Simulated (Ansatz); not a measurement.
## What SbAs (model cell, started as zinc blende) distorts into

Wanted: the energy along a soft mode of SbAs (model cell, started as zinc blende) and the structure at the end.

Program: Ansatz 0.2.0. Level of theory: DFT PBEsol, scalar-relativistic, plane waves, PAW. Results are calculated unless marked as measured.

The structure was built from a prototype and need not be the compound's stable phase.

### Step 1. Set-up

Symmetry: F-43m, No. 216, cubic system. The conventional cell has a = 6.428 Å, b = 6.428 Å, c = 6.428 Å, α = 90.00°, β = 90.00°, γ = 90.00°. Nearest to Sb lie 4 As at 2.78 Å. As has 4 Sb at 2.78 Å nearest. Farther neighbours are not listed.

Structure file:

```cif
data_structure
_symmetry_space_group_name_H-M 'P 1'
_symmetry_Int_Tables_number 1
_cell_length_a 4.5450
_cell_length_b 4.5450
_cell_length_c 4.5450
_cell_angle_alpha 60.000
_cell_angle_beta 60.000
_cell_angle_gamma 60.000
_cell_volume 66.39
loop_
_atom_site_label
_atom_site_type_symbol
_atom_site_fract_x
_atom_site_fract_y
_atom_site_fract_z
_atom_site_occupancy
Sb1 Sb 0.00000 0.00000 0.00000 1
As2 As 0.25000 0.25000 0.25000 1
```

### Step 2. The dispersion

The cell comes from relaxations at this level that are not shown. Stability and thermal properties need the whole zone. Linear response on a 4×4×4 q mesh gives force constants as far as a supercell of that size would.

input.yaml reads:

```yaml
crystal:
  lattice:
    - [0.0, 3.2138340659, 3.2138340659]
    - [3.2138340659, 0.0, 3.2138340659]
    - [3.2138340659, 3.2138340659, 0.0]
  atoms:
    - { symbol: Sb, position: [0.0, 0.0, 0.0] }
    - { symbol: As, position: [0.25, 0.25, 0.25] }
kpoints:
  mp_grid: { grid: [12, 12, 12] }
hamiltonian:
  xc: pbesol
scf:
  occupations: { method: methfessel_paxton, width: 0.2 }
output:
  eigenvalues: true
phonons:
  method: dfpt
  qmesh: [4, 4, 4]
  temperatures: { t_max: 1000, t_step: 50 }
  qpath:
    path:
      - [[0.0, 0.0, 0.0], [-0.5, -0.5, 0.0], [-0.375, -0.375, 0.25]]
      - [[-0.375, 0.0, 0.375], [0.0, 0.0, 0.0], [0.0, 0.0, 0.5], [-0.5, -0.25, 0.25], [-0.5, -0.5, 0.0]]
    npoints: 10
```

Launch:

```console
$ ansatz run input.yaml --threads 4 --pin off --max-ram 7168MiB --backend cpu --events-out ev --progress --plain --runs-dir out
```

Numbers of over 12 decimals in the logs are rounded to 6 here.

The program printed:

```text
Warning: phonons: the dynamical matrix that this run interpolates holds no multipole term above the dipole-dipole one, and a site of this crystal is no centre of inversion, so its interpolated transverse optical and acoustic branches and sound speeds can stay off near Gamma, and the density of states and the thermodynamics with them. What a run solves at a wave vector of phonons.qpoints, Gamma apart, where the deck admits one, is free of this, and under fd what a larger phonons.supercell samples
Engine: ansatz 0.2.0, aarch64-unknown-linux-gnu
Pseudopotentials: kind: paw
Pseudopotential: Sb, paw, valence charge 15, recommended cutoff 420 eV (normal), Sb.paw.azcp
Pseudopotential: As, paw, valence charge 15, recommended cutoff 420 eV (normal), As.paw.azcp
Functional definition: PBEsol
  exchange = pbesol_x
  correlation = pbesol_c
Crystal: 2 atoms, lattice volume = 66.390 Å³
Basis set: ecut = 420 eV, 1291 PW (Γ), exchange–correlation on 64×64×64 points (8 copies of the dense FFT grid, shifted against one another)
Bands: 19, of which v1, the nominal top of the filled ones, is band 15 counted from 1 (14 counted from 0)
Symmetry: 24 space group operations
k-points: 72 of 1728 (time reversal used)
Non-local potential: Sb, projectors of the file, l = 0: 2, l = 1: 2, l = 2: 2, l = 3: 2
Non-local potential: As, projectors of the file, l = 0: 2, l = 1: 2, l = 2: 3, l = 3: 1
PAW form: soft (Blöchl's): semilocal exchange-correlation on the pseudo side does not see the compensation charge
PAW frozen core: Sb, regenerated for the run's functional, and the local potential with it (the file was generated under x = pbe(κ = 0.804, μ = 0.219515), c = pbe(β = 0.066725))
PAW frozen core: As, regenerated for the run's functional, and the local potential with it (the file was generated under x = pbe(κ = 0.804, μ = 0.219515), c = pbe(β = 0.066725))
PAW one-centre angular grid: Sb, 590 points (default); XC on 64 Gauss nodes
PAW one-centre angular grid: As, 590 points (default); XC on 64 Gauss nodes
Initial density: superposition of atomic densities (neutral atoms: chi_scale 0, normalization atom), corrected by the library's trained network
Initial wavefunctions: pseudopotential atomic-orbital guess
Functional: x = pbesol(κ = 0.804, μ = 0.123457), c = pbesol(β = 0.046)
SCF iter   1: F=—  HF=-11220.374746 eV  |F-HF|=—  |Δ(HF+E_count)|=         —  Δρ=2.06e-3  dr2=3.73e-3  ethr=1.77e-3  ⟨swp⟩=5.3  Hψ=6481  notcnv=0
preconditioner: auto → Kerker (q_TF=auto, 2.390 Å⁻¹)  [metal: Δε(μ)=0.113 eV  Ē_g=8.763 eV  σ=0.200 eV  W_gap=0.45  n_scr=14 (ndim 8)  ℏωp=14.4 eV  f_vac=0.108  D(μ)=0.90/eV (n_scr^D=0)]
SCF iter   2: F=—  HF=-11220.372894 eV  |F-HF|=—  |Δ(HF+E_count)|=   1.85e-3  S|Δr|=    0.00e0  Δρ=1.19e-3  dr2=1.00e-3  ethr=1.24e-5  ⟨swp⟩=2.4  Hψ=3008  notcnv=0
SCF iter   3: F=—  HF=-11220.372832 eV  |F-HF|=—  |Δ(HF+E_count)|=   6.26e-5  S|Δr|=    0.00e0  Δρ=3.33e-4  dr2=1.57e-4  ethr=3.35e-6  ⟨swp⟩=2.0  Hψ=2008  notcnv=0
SCF iter   4: F=—  HF=-11220.372836 eV  |F-HF|=—  |Δ(HF+E_count)|=   4.68e-6  S|Δr|=    0.00e0  Δρ=1.78e-4  dr2=5.08e-5  ethr=5.25e-7  ⟨swp⟩=1.4  Hψ=1400  notcnv=0
SCF iter   5: F=—  HF=-11220.372846 eV  |F-HF|=—  |Δ(HF+E_count)|=   1.01e-5  S|Δr|=    0.00e0  Δρ=5.84e-5  dr2=5.36e-6  ethr=1.69e-7  ⟨swp⟩=2.0  Hψ=1594  notcnv=0
SCF iter   6: F=—  HF=-11220.372850 eV  |F-HF|=—  |Δ(HF+E_count)|=   3.63e-6  S|Δr|=    0.00e0  Δρ=2.57e-5  dr2=3.30e-7  ethr=1.79e-8  ⟨swp⟩=2.0  Hψ=2456  notcnv=0
SCF iter   7: F=—  HF=-11220.372850 eV  |F-HF|=—  |Δ(HF+E_count)|=   1.19e-7  S|Δr|=    0.00e0  Δρ=1.29e-5  dr2=8.54e-8  ethr=1.10e-9  ⟨swp⟩=2.0  Hψ=2456  notcnv=0
SCF iter   8: F=—  HF=-11220.372850 eV  |F-HF|=—  |Δ(HF+E_count)|=   1.87e-7  S|Δr|=    0.00e0  Δρ=2.28e-6  dr2=2.83e-9  ethr=2.85e-10  ⟨swp⟩=3.0  Hψ=2121  notcnv=0
SCF iter   9: F=—  HF=-11220.372850 eV  |F-HF|=—  |Δ(HF+E_count)|=   3.03e-9  S|Δr|=    0.00e0  Δρ=4.59e-7  dr2=1.59e-10  ethr=9.44e-12  ⟨swp⟩=2.0  Hψ=2470  notcnv=0
SCF iter  10: F=—  HF=-11220.372850 eV  |F-HF|=—  |Δ(HF+E_count)|=  6.91e-11  S|Δr|=    0.00e0  Δρ=1.31e-7  dr2=2.46e-11  ethr=1.00e-12  ⟨swp⟩=2.0  Hψ=2450  notcnv=0
SCF iter  11: F=-11220.372850 eV  HF=-11220.372850 eV  |F-HF|=3.64e-12  |Δ(HF+E_count)|=  2.73e-11  S|Δr|=    0.00e0  Δρ=5.27e-8  dr2=4.36e-12  ethr=1.00e-12  ⟨swp⟩=5.7  Hψ=5361  notcnv=0
SCF 1 converged in 11 iterations: F = -11220.372850 eV  dr2 = 4.36e-12
  greatest PAW one-centre occupation: 0.999 electrons in one spin orbital (limit 2), on the As atom at site 1 (counted from 0), in its partial waves of l = 2
Initial density: read from a saved state, or passed on in memory by an earlier SCF of this step, an earlier step, the calling program or the single point that the run made first
iter 1 solved again at ethr=1.64e-7 eV; its pass at ethr=3.10e-3 eV (dr2=4.92e-5 eV) is discarded
SCF iter   1: F=—  HF=-11220.372850 eV  |F-HF|=—  |Δ(HF+E_count)|=         —  Δρ=1.01e-6  dr2=2.81e-10  ethr=1.64e-7  ⟨swp⟩=2.9  Hψ=9884  notcnv=0
eigensolver tolerance schedule: the retry pair's looser diagonalisation over-reported the residual by 174943.95 of it (diagonalisation noise at an unbounded share of the residual, at the tolerance the schedule requests for it); recorded, not acted on — ethr = c·dr2/N_el stays at c = 1.0e-1
preconditioner: auto → Kerker (q_TF=auto, 2.390 Å⁻¹)  [metal: Δε(μ)=0.114 eV  Ē_g=8.769 eV  σ=0.200 eV  W_gap=0.45  n_scr=14 (ndim 8)  ℏωp=14.4 eV  f_vac=0.104  D(μ)=0.89/eV (n_scr^D=0)]
SCF iter   2: F=—  HF=-11220.372850 eV  |F-HF|=—  |Δ(HF+E_count)|=   2.79e-7  S|Δr|=    0.00e0  Δρ=5.25e-7  dr2=6.87e-11  ethr=1.00e-12  ⟨swp⟩=3.9  Hψ=3856  notcnv=0
SCF iter   3: F=—  HF=-11220.372850 eV  |F-HF|=—  |Δ(HF+E_count)|=  3.09e-11  S|Δr|=    0.00e0  Δρ=3.42e-7  dr2=3.09e-11  ethr=1.00e-12  ⟨swp⟩=1.0  Hψ=1368  notcnv=0
SCF iter   4: F=-11220.372850 eV  HF=-11220.372850 eV  |F-HF|=1.82e-12  |Δ(HF+E_count)|=  1.09e-11  S|Δr|=    0.00e0  Δρ=1.84e-7  dr2=9.81e-12  ethr=1.00e-12  ⟨swp⟩=1.8  Hψ=3747  notcnv=0
SCF 2 converged in 4 iterations: F = -11220.372850 eV  dr2 = 9.81e-12
phonons: the bands overlap, so this run is a metal and interpolates without the dipole-dipole term. If the crystal is really an insulator or semiconductor, its LO-TO splitting is missing
NSCF: frozen V_eff on 72 k-points
WARN: eigensolver did not converge in 3 slots of this pass, the one above among them; of largest residual over every band (k=15): 1 band(s) unlocked (lowest unlocked band 18, counted from 0; max residual 8.54e-6 eV among the unlocked bands, 8.54e-6 eV over every band); of lowest unlocked band (k=15): band 18
NSCF: frozen V_eff on 163 k-points
DFPT response loops at q = (0, 0, 0) (fractional): preconditioner auto → Kerker (q_TF=auto, 2.390 Å⁻¹) (partly filled bands, converged f_vac=0.104); β = 1.00, the filter's whole step (`scf.mixing.beta` (0.50) is not read by the response loops under this deck's `scf.mixing.preconditioner`; to damp them name `kerker` or `kerker_dos`, under which they read `scf.mixing.beta`, and type it under 1.00, their step now; both keys bind the ground state too); Broyden in place of MSR1
NSCF: frozen V_eff on 1872 k-points
DFPT response loops at q = (0, 0, 0.25) (fractional): mixed as the last ones told, above
NSCF: frozen V_eff on 952 k-points
DFPT response loops at q = (0, 0, -0.5) (fractional): mixed as the last ones told, above
NSCF: frozen V_eff on 1020 k-points
DFPT response loops at q = (0, 0.25, 0.25) (fractional): mixed as the last ones told, above
NSCF: frozen V_eff on 3456 k-points
DFPT response loops at q = (0, 0.25, -0.5) (fractional): mixed as the last ones told, above
NSCF: frozen V_eff on 1872 k-points
DFPT response loops at q = (0, 0.25, -0.25) (fractional): mixed as the last ones told, above
NSCF: frozen V_eff on 560 k-points
DFPT response loops at q = (0, -0.5, -0.5) (fractional): mixed as the last ones told, above
NSCF: frozen V_eff on 1020 k-points
DFPT response loops at q = (0.25, -0.5, -0.25) (fractional): mixed as the last ones told, above
SCF converged after 11 iterations
Stability not checked: this state was not tested for a lower state beside it, because cold or Methfessel-Paxton smearing, or corrected tetrahedra, fill the levels in a way that the test cannot read (fill_not_monotonic; see scf.lower_state_search)
Free energy (F): -11220.372850 eV
Harris-Foulkes:  -11220.372850 eV  (|F-HF|=3.64e-12)
Internal energy: -11220.374364 eV  (E = F + TS)
E sigma→0 (E₀):  -11220.373229 eV
Entropy (-TS):   0.001514 eV (0.757 meV/atom)
Fermi energy:    6.865270 eV
--- Per-component energies (eV) ---
  E_band       = -499.035801
  E_kinetic    = 308.669761
  E_local      = -3939.389809  (includes V_loc(G=0)·N_el)
  E_nonlocal   = -305.424063
  E_hartree    = 1935.475589
  E_xc         = -215.232565
  E_vxc        = -174.438740  (∫ρ·V_xc dr)
  E_paw        = -6290.510665  (= ΣΔE_a)
  E_vpaw       = -259.404162  (= ΣTr[D̂ρ^β])
  E_aug_tail   = 0.000006  (compensation charges beyond the density's cutoff)
  E_ewald      = -2715.260902
  E_core_change = 1.298286  (= ΣΔE_core)
  E_smearing   = 0.001514  (= −TS)
  E_closure    = 0.000000  (closes the sum)
  Σ components = -11220.372850   (vs F -11220.372850, Δ=0.00e0)
--- Band table (eV; the first three rows and the last of 72) ---
  k-point 0: bands = [... 11 lower, 1.4607, 4.9267, 4.9267, 4.9267, 7.5660, 7.5660, 7.5660, 11.2326]
  k-point 1: bands = [... 11 lower, 1.1930, 4.8392, 4.8392, 4.9665, 7.6830, 7.6931, 7.6931, 11.5370]
  k-point 2: bands = [... 11 lower, 0.5469, 4.6338, 4.6338, 4.9441, 7.9947, 7.9947, 8.1350, 12.2410]
  k-point 71: bands = [... 11 lower, -2.6560, 2.6533, 2.6742, 7.8304, 7.9965, 9.3453, 10.1181, 13.1740]
--- Phonons (Γ-DFPT): 2 representative perturbations + reference (Σ response iterations 6) ---
  ASR residual: 1.183e-5 → 0.000e0 eV/Å²; symmetrization residual: 8.296e-6 eV/Å²
  ASR residual per site (eV/Å²): 1.18e-5 2.32e-6
  Γ frequencies (cm⁻¹): 0.00 0.00 0.00 174.65 174.65 174.65
--- Phonons (arbitrary-q DFPT): 8 irreducible q on the 4×4×4 mesh ---
  q = [0.0000, 0.0000, 0.0000] (star 1, of the zone-centre solve; hermiticity 3.19e-6, symmetrization 2.79e-12): -0.00 -0.00 0.00 174.65 174.65 174.65
  q = [0.0000, 0.0000, 0.2500] (star 8, 2 solved perturbations on 936 of 1728 k-point pairs; hermiticity 7.26e-6, symmetrization 6.37e-12): -29.11 -29.11 36.53 151.91 157.94 157.94
  q = [0.0000, 0.0000, -0.5000] (star 4, 2 solved perturbations on 476 of 1728 k-point pairs; hermiticity 7.74e-6, symmetrization 3.13e-6): -15.34 -15.34 80.43 126.38 151.12 151.12
  q = [0.0000, 0.2500, 0.2500] (star 6, 4 solved perturbations in 1608 linear systems a pass and spin channel, the states on 510 of 1728 k-point pairs; hermiticity 1.00e-5, symmetrization 1.51e-12): -48.60 -48.60 59.94 138.44 138.44 145.46
  q = [0.0000, 0.2500, -0.5000] (star 24, 4 solved perturbations in 5328 linear systems a pass and spin channel, the states on 1728 of 1728 k-point pairs; hermiticity 1.26e-5, symmetrization 1.14e-9): -39.98 -32.03 93.54 120.67 128.79 136.06
  q = [0.0000, 0.2500, -0.2500] (star 12, 4 solved perturbations in 2892 linear systems a pass and spin channel, the states on 936 of 1728 k-point pairs; hermiticity 6.03e-6, symmetrization 3.60e-12): -49.33 -27.05 84.22 137.39 138.33 143.05
  q = [0.0000, -0.5000, -0.5000] (star 3, 4 solved perturbations in 886 linear systems a pass and spin channel, the states on 280 of 1728 k-point pairs; hermiticity 8.70e-6, symmetrization 3.07e-9): -19.02 -19.02 96.30 99.24 99.24 107.33
  q = [0.2500, -0.5000, -0.2500] (star 6, 4 solved perturbations in 1544 linear systems a pass and spin channel, the states on 510 of 1728 k-point pairs; hermiticity 2.46e-5, symmetrization 1.23e-5): -30.68 -25.71 103.38 114.80 121.02 123.47
  sum rule: each row above includes the acoustic sum rule's correction from the zone centre's row sums; it moved no ω² by more than (0.16 cm⁻¹)²
  mesh force constants: q→R imaginary residual 1.91e-18; ASR residual 1.183e-5 → 0.000e0 eV/Å²; symmetrization residual 3.109e-15 eV/Å²
  interpolated dispersion: 62 rows × 6 modes
  density of states and harmonic sums: on the 20×20×20 q-mesh, interpolated from the force constants of a 4×4×4 supercell (no non-analytic term)
  largest difference from the sums on the solved wave vectors: F 3.53e-3 eV, S 4.86e-6 and C_V 1.33e-6 eV/K
  zero-point energy: 0.030094 eV/cell   skipped modes (ω ≤ 0): 513, of them read as no rigid motion or as one in doubt: 510 (2.000e0 modes/cell left out, lowest -51.20 cm⁻¹)   left out of the sums: 3.33e-1 of the cell's modes: C_V's classical limit lies that fraction below 3 k_B per atom; for a crystal, a wire or a layer, F and S can be off by more, and a phonons.interpolated_qmesh denser along its periods is the remedy for the sampling
```

Wall time 6.4 min (4 threads of Arm Neoverse V2, shared host); peak memory 4.1 GiB.

Numbers from this step:

```yaml
volume_per_atom: 33.19 Å³
gap_on_the_k_mesh: 0 eV
sum_rule_residual_before_enforcement: 1.18e-5 eV/Å²
lowest_frequency_on_the_path: -51.15 cm⁻¹
point_group: -43m
highest_frequency_on_the_path_or_at_a_solved_wavevector: 174.7 cm⁻¹
highest_optical_mode_at_the_zone_centre_no_lo_to_term: 174.7 cm⁻¹
lowest_optical_zone_centre_mode: 174.7 cm⁻¹
lowest_mode_on_the_q_mesh_acoustic_modes_at_gamma_apart: -49.33 cm⁻¹
```

Frequencies (cm⁻¹) solved at each irreducible wavevector; negative means imaginary. Frequencies by wavevector, by row:

| q in reciprocal lattice units | star | mode 1 | mode 2 | mode 3 | mode 4 | mode 5 | mode 6 |
| --- | --- | --- | --- | --- | --- | --- | --- |
| 0 0 0 | 1 | 0 | 0 | 0 | 174.7 | 174.7 | 174.7 |
| 0 0 0.25 | 8 | -29.1 | -29.1 | 36.5 | 151.9 | 157.9 | 157.9 |
| 0 0 -0.5 | 4 | -15.3 | -15.3 | 80.4 | 126.4 | 151.1 | 151.1 |
| 0 0.25 0.25 | 6 | -48.6 | -48.6 | 59.9 | 138.4 | 138.4 | 145.5 |
| 0 0.25 -0.5 | 24 | -40 | -32 | 93.5 | 120.7 | 128.8 | 136.1 |
| 0 0.25 -0.25 | 12 | -49.3 | -27.1 | 84.2 | 137.4 | 138.3 | 143.1 |
| 0 -0.5 -0.5 | 3 | -19 | -19 | 96.3 | 99.2 | 99.2 | 107.3 |
| 0.25 -0.5 -0.25 | 6 | -30.7 | -25.7 | 103.4 | 114.8 | 121 | 123.5 |

Interpolated from a 4×4×4 q mesh. The phonon branches at the labelled points (cm⁻¹):

| point | branch 1 | branch 2 | branch 3 | branch 4 | branch 5 | branch 6 |
| --- | --- | --- | --- | --- | --- | --- |
| Γ | 0 | 0 | 0 | 175 | 175 | 175 |
| halfway | -49 | -49 | 60 | 138 | 138 | 146 |
| X | -19 | -19 | 96 | 99 | 99 | 107 |
| halfway | -22 | -19 | 93 | 105 | 108 | 114 |
| U | -27 | -20 | 95 | 117 | 120 | 127 |
| jump to K | -27 | -20 | 95 | 117 | 120 | 127 |
| halfway | -50 | -28 | 62 | 146 | 149 | 150 |
| Γ | 0 | 0 | 0 | 175 | 175 | 175 |
| halfway | -29 | -29 | 36 | 152 | 158 | 158 |
| L | -15 | -15 | 80 | 126 | 151 | 151 |
| halfway | -37 | -27 | 98 | 123 | 136 | 140 |
| W | -31 | -26 | 103 | 115 | 121 | 124 |
| halfway | -25 | -21 | 97 | 106 | 115 | 116 |
| X | -19 | -19 | 96 | 99 | 99 | 107 |

The phonon branches as a text plot (rows in cm⁻¹):

```
    170 |***                        *******
    160 |   *                     **      ***
    151 |    **                 **          *********
    142 |      *            *****            **     ***
    132 |       *          ****                **     ***
    123 |        *      ****                     ************
    113 |         ***  ****                              *******
    104 |           ****                               **********
     95 |           *********                       ***      ****
     85 |        ***         **                   **
     76 |                      *                **
     66 |       *                              *
     57 |      *                *             *
     48 |    **                  *           *
     38 |   *                               *
     29 |                         **       *
     19 |  *                        *     *
     10 | *                          *  **
      1 |*                            **
     -9 | *                          *  *
    -18 |  *         *******      ***    **    ******        ****
    -28 |           *   *** ******  *      ****    * **********
    -37 |   *     **       **     **                *****
    -46 |    *****           *****
         Γ           X  U|K            Γ         L        W     X
```

Symmetry leaves 8 wavevectors to solve. The lowest mode among them, the acoustic zeros apart, lies at q = (0, 0.25, -0.25) and is imaginary, 49.3i cm⁻¹, so the energy falls along it.

### Step 3. The mode frozen in, largest atomic shift 0 Å

The mode followed lies at q = (0, 0.25, -0.25) with frequency 49.3i cm⁻¹, the softest among the wavevectors solved. At small amplitude the distorted cell has space group no. 25 by a symmetry search on the positions. The undistorted cell that holds it gives the zero of energy on the same k mesh.

System of this step: SbAs (model cell, started as zinc blende). Symmetry: F-43m, No. 216, cubic system. The conventional cell has a = 6.428 Å, b = 6.428 Å, c = 6.428 Å, α = 90.00°, β = 90.00°, γ = 90.00°. Sb has 4 As at 2.78 Å nearest. Nearest to As lie 4 Sb at 2.78 Å. Farther neighbours are not listed.

input.yaml reads:

```yaml
crystal:
  lattice:
    - [0.0, 3.2138340659, 3.2138340659]
    - [-6.4276681319, 0.0, 0.0]
    - [0.0, -6.4276681319, 6.4276681319]
  atoms:
    - { symbol: Sb, position: [0.0, 0.0, 0.0] }
    - { symbol: Sb, position: [0.0, 0.0, 0.5] }
    - { symbol: Sb, position: [0.5, 0.5, 0.25] }
    - { symbol: Sb, position: [0.5, 0.5, 0.75] }
    - { symbol: As, position: [0.5, 0.75, 0.0] }
    - { symbol: As, position: [0.5, 0.75, 0.5] }
    - { symbol: As, position: [0.0, 0.25, 0.25] }
    - { symbol: As, position: [0.0, 0.25, 0.75] }
kpoints:
  mp_grid: { grid: [8, 6, 4] }
hamiltonian:
  xc: pbesol
scf:
  occupations: { method: methfessel_paxton, width: 0.2 }
output:
  forces: true
  stress: true
  eigenvalues: true
```

The program printed:

```text
[...]
Crystal: 8 atoms, lattice volume = 265.559 Å³
Basis set: ecut = 420 eV, 5197 PW (Γ), exchange–correlation on 64×90×128 points (8 copies of the dense FFT grid, shifted against one another)
Bands: 72, of which v1, the nominal top of the filled ones, is band 60 counted from 1 (59 counted from 0)
Symmetry: 16 space group operations
[...]
k-point 0: bands = [... 56 lower, 4.9333, 6.1235, 6.1235, 6.1850, 6.4239, 7.5709, 7.5710, 7.5710, ... 8 higher]
  k-point 1: bands = [... 56 lower, 5.0828, 5.7720, 6.3151, 6.3383, 6.9509, 7.6315, 7.6699, 7.9522, ... 8 higher]
  k-point 2: bands = [... 56 lower, 5.3993, 5.3993, 6.3742, 6.3742, 7.8825, 7.8825, 7.9645, 7.9645, ... 8 higher]
  k-point 59: bands = [... 56 lower, 6.3450, 6.3450, 6.3450, 6.3450, 8.4421, 8.4421, 8.4421, 8.4421, ... 8 higher]
[key lines of the parts left out:]
SCF converged after 7 iterations
Free energy (F): -44881.425850 eV
Fermi energy:    6.940991 eV
P = ⅓ Tr σ = 0.2023 GPa (2.023 kbar)
```

Elapsed: 18 s, on 4 threads; peak memory 1.1 GiB.

Numbers from this step:

```
pressure                         : 0.2023 GPa
energy from the undistorted cell : 0 meV/atom
```

The run ends at a pressure of 0.20 GPa.

(Continued in part 2 of 3.)

[Logs are printed without paths, hosts, clocks, repeated set-up lines and the standing remarks that a program may print on its own settings, such as how far it seeks lower states.]

[Hosts, paths, dates, database ids (printed as entryN), source tags and the programs' standing remarks are cut or masked in the printed files.]
